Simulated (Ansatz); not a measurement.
## G0W0 on several functionals: NaCl (Halite)

One-shot GW is not self-consistent; how far does the start matter for NaCl (Halite)?

Program: Ansatz 0.2.0. Level of theory: G0W0 on several functionals, plane waves, PAW. Results are calculated unless marked as measured.

Most raw output is cut from this account.

In doubt: masses and optical values from hybrid runs of this build are listed as unsure (step 4), which bears on the screening that GW takes from such a start.

### 1. Set-up

The structure is cubic, space group Fm-3m (No. 225). Conventional cell: a = 5.640 Å, b = 5.640 Å, c = 5.640 Å, α = 90.00°, β = 90.00°, γ = 90.00°. Nearest to Na lie 6 Cl at 2.82 Å. Cl has 6 Na at 2.82 Å nearest. Farther neighbours and most contacts between anions are not listed.

Structure file:

```cif
data_structure
_symmetry_space_group_name_H-M 'Fm-3m'
_symmetry_Int_Tables_number 225
_cell_length_a 5.6401
_cell_length_b 5.6401
_cell_length_c 5.6401
_cell_angle_alpha 90.000
_cell_angle_beta 90.000
_cell_angle_gamma 90.000
_cell_volume 179.42
loop_
_atom_site_label
_atom_site_type_symbol
_atom_site_symmetry_multiplicity
_atom_site_Wyckoff_symbol
_atom_site_fract_x
_atom_site_fract_y
_atom_site_fract_z
_atom_site_occupancy
Na1 Na 4 a 0.00000 0.00000 0.00000 1
Cl1 Cl 4 b 0.50000 0.00000 0.00000 1
```

The cell and positions come from the Crystallography Open Database and are kept as given unless a step says otherwise. The default PAW set here is soft_2. Its files were made with PBE.

### 2. G0W0 on LDA

G0W0 replaces the xc potential by the self-energy, built once from these orbitals. Only a window of levels is corrected, while the sums run over the empty bands that the input names.

This step: G0W0 on LDA, plane waves, PAW.

input.yaml

```yaml
crystal:
  lattice:
    - [0.0, 2.82005, 2.82005]
    - [2.82005, 0.0, 2.82005]
    - [2.82005, 2.82005, 0.0]
  atoms:
    - { symbol: Na, position: [0.0, 0.0, 0.0] }
    - { symbol: Cl, position: [0.5, 0.5, 0.5] }
kpoints:
  mp_grid: { grid: [6, 6, 6] }
hamiltonian:
  xc: lda
scf:
  occupations: { method: fixed }
gw:
  n_empty_bands: 133
  ecut_chi: 120
  qp_bands: [v2, c2]
  qp_kpoints: band_edges
  screening: { model: contour_deformation }
```

On the command line:

```
> ansatz run input.yaml --threads 3 --pin off --max-ram 92160MiB --backend cuda --events-out ev --progress --plain --runs-dir out --devices 1 --max-vram 13GiB
```

It took 34 s on 1 × NVIDIA H100 80GB HBM3 (shared by 6 runs) with 3 threads of AMD EPYC 7R13 (Zen 3), shared host; peak memory 1.1 GiB.

Numbers from this step:

| Quantity | Value |
| --- | --- |
| bands summed | 141 |
| RPA ε∞ on this mesh (eigenvalues) | 2.459, 2.459, 2.459 |
| plane waves in the screening matrix | 137 |
| q-points in the mesh | 216 |
| G0W0 gap on the mesh | 7.631 eV |
| k of the valence top | 0, 0, 0 |
| k of the conduction bottom | 0, 0, 0 |
| starting gap on the mesh | 4.692 eV |
| Z at the valence top | 0.7920 |
| Z at the conduction bottom | 0.8537 |
| least direct G0W0 gap on the computed points | 7.631 eV |

The gap on the mesh goes from 4.69 eV to 7.63 eV, a correction of +2.94 eV. Between the two edge states, bare exchange in place of the xc potential would open the gap by 8.68 eV, and correlation takes back 5.74 eV.

### 3. G0W0 on PBE

The same correction from a different start measures what one shot leaves open.

This step: G0W0 on PBE, plane waves, PAW.

input.yaml, as its differences from that of step 2:

```diff
@@ -11,3 +11,3 @@
 hamiltonian:
-  xc: lda
+  xc: pbe
 scf:
```

Wall time 16 s (1 × NVIDIA H100 80GB HBM3 (shared by 6 runs) with 3 threads); peak memory 1.1 GiB; 20 s of CPU time.

Numbers from this step:

- bands summed: 141
- RPA ε∞ on this mesh (eigenvalues): 2.338, 2.338, 2.338
- plane waves in the screening matrix: 137
- q-points in the mesh: 216
- G0W0 gap on the mesh: 7.812 eV
- k of the valence top: 0, 0, 0
- k of the conduction bottom: 0, 0, 0
- starting gap on the mesh: 5.107 eV
- Z at the valence top: 0.7995
- Z at the conduction bottom: 0.8599
- least direct G0W0 gap on the computed points: 7.812 eV

Against the run with 6×6×6 mesh, 133 empty bands, screening to 120 eV on LDA, the gap moves by +0.18 eV, while the start moved by +0.42 eV.

### 4. G0W0 on HSE06

This step: G0W0 on HSE06, plane waves, PAW.

input.yaml, as its differences from that of step 3:

```diff
@@ -11,3 +11,3 @@
 hamiltonian:
-  xc: pbe
+  xc: hse06
 scf:
```

Wall time 39 s (1 × NVIDIA H100 80GB HBM3 (shared by 6 runs) with 3 threads); peak memory 1.3 GiB.

Numbers from this step:

| Property | Result |
| --- | --- |
| bands summed | 141 |
| RPA ε∞ on this mesh (eigenvalues) | 2.120, 2.120, 2.120 |
| plane waves in the screening matrix | 137 |
| G0W0 gap on the mesh | 8.475 eV |
| k of the valence top | 0, 0, 0 |
| k of the conduction bottom | 0, 0, 0 |
| starting gap on the mesh | 6.481 eV |
| least direct G0W0 gap on the computed points | 8.475 eV |

Against the run with 6×6×6 mesh, 133 empty bands, screening to 120 eV on PBE, the gap moves by +0.66 eV, while the start moved by +1.37 eV.

### 5. Side by side

All on the 6×6×6 mesh with 133 empty bands and screening to 120 eV. Times are wall times on 1 × NVIDIA H100 80GB HBM3 (shared by 6 runs) with 3 threads of AMD EPYC 7R13 (Zen 3), shared host, good to a factor of about two.

| start | starting gap (eV) | shift (eV) | G0W0 gap (eV) | RPA ε∞ (harmonic mean) | Z (valence, conduction) | time |
| --- | --- | --- | --- | --- | --- | --- |
| LDA | 4.69 | +2.94 | 7.63 | 2.46 | 0.79, 0.85 | 34 s |
| PBE | 5.11 | +2.70 | 7.81 | 2.34 | 0.80, 0.86 | 16 s |
| HSE06 | 6.48 | +1.99 | 8.47 | 2.12 | 0.83, 0.88 | 39 s |

The parts of the quasiparticle energy at the two band edges (eV; QP = start + Σx + Σc − Vxc):

| run | edge | start | Σx | Σc | Vxc | Z | QP |
| --- | --- | --- | --- | --- | --- | --- | --- |
| LDA | valence top | 0.86 | -21.05 | 2.49 | -16.87 | 0.79 | -0.83 |
| LDA | conduction bottom | 5.55 | -5.43 | -3.25 | -9.93 | 0.85 | 6.80 |
| PBE | valence top | 1.10 | -21.12 | 2.46 | -16.79 | 0.80 | -0.77 |
| PBE | conduction bottom | 6.21 | -5.25 | -3.13 | -9.22 | 0.86 | 7.04 |
| HSE06 | valence top | 0.11 | -21.11 | 2.07 | -17.75 | 0.83 | -1.18 |
| HSE06 | conduction bottom | 6.59 | -5.04 | -2.95 | -8.70 | 0.88 | 7.30 |

For a hybrid start, Vxc holds its share of exact exchange.

### 6. Results

```yaml
g0w0_lda: 7.63 eV (start 4.69 eV)
g0w0_pbe: 7.81 eV (start 5.11 eV)
g0w0_hse06: 8.47 eV (start 6.48 eV)
known_limits: not at the basis limit
```

The starting gaps span 1.79 eV and the G0W0 gaps 0.84 eV. Between LDA and HSE06, 0.84 eV of the 1.79 eV survives, 47 %. HSE06 screens less than LDA (ε∞ 2.12 against 2.46). Of the 0.84 eV by which its G0W0 gap is higher, the correlation part gives +0.72 eV, and exchange with the one-particle terms, which follow the orbitals, +0.13 eV. The smallest correction, +1.99 eV, is on HSE06, the start nearest to reproducing itself. Bands and cutoff are finite, so the gap is not at the basis limit. The miss can reach some tenths of an eV and take either sign; the mesh is an error of its own.

[Paths, hosts, dates, memory and timing lines, banners, echoed tables and standing remarks are left out of the program output.]

[Logs are printed without paths, hosts, clocks, repeated set-up lines and the standing remarks that a program may print on its own settings, such as how far it seeks lower states.]

[Runs of the session that timed out or met a known fault of the program may be left out.]

[Cells called generated may have been cut or substituted from an entry of the Crystallography Open Database or the Materials Project.]

[Hosts, paths, dates, database ids (printed as entryN), source tags and the programs' standing remarks are cut or masked in the printed files.]
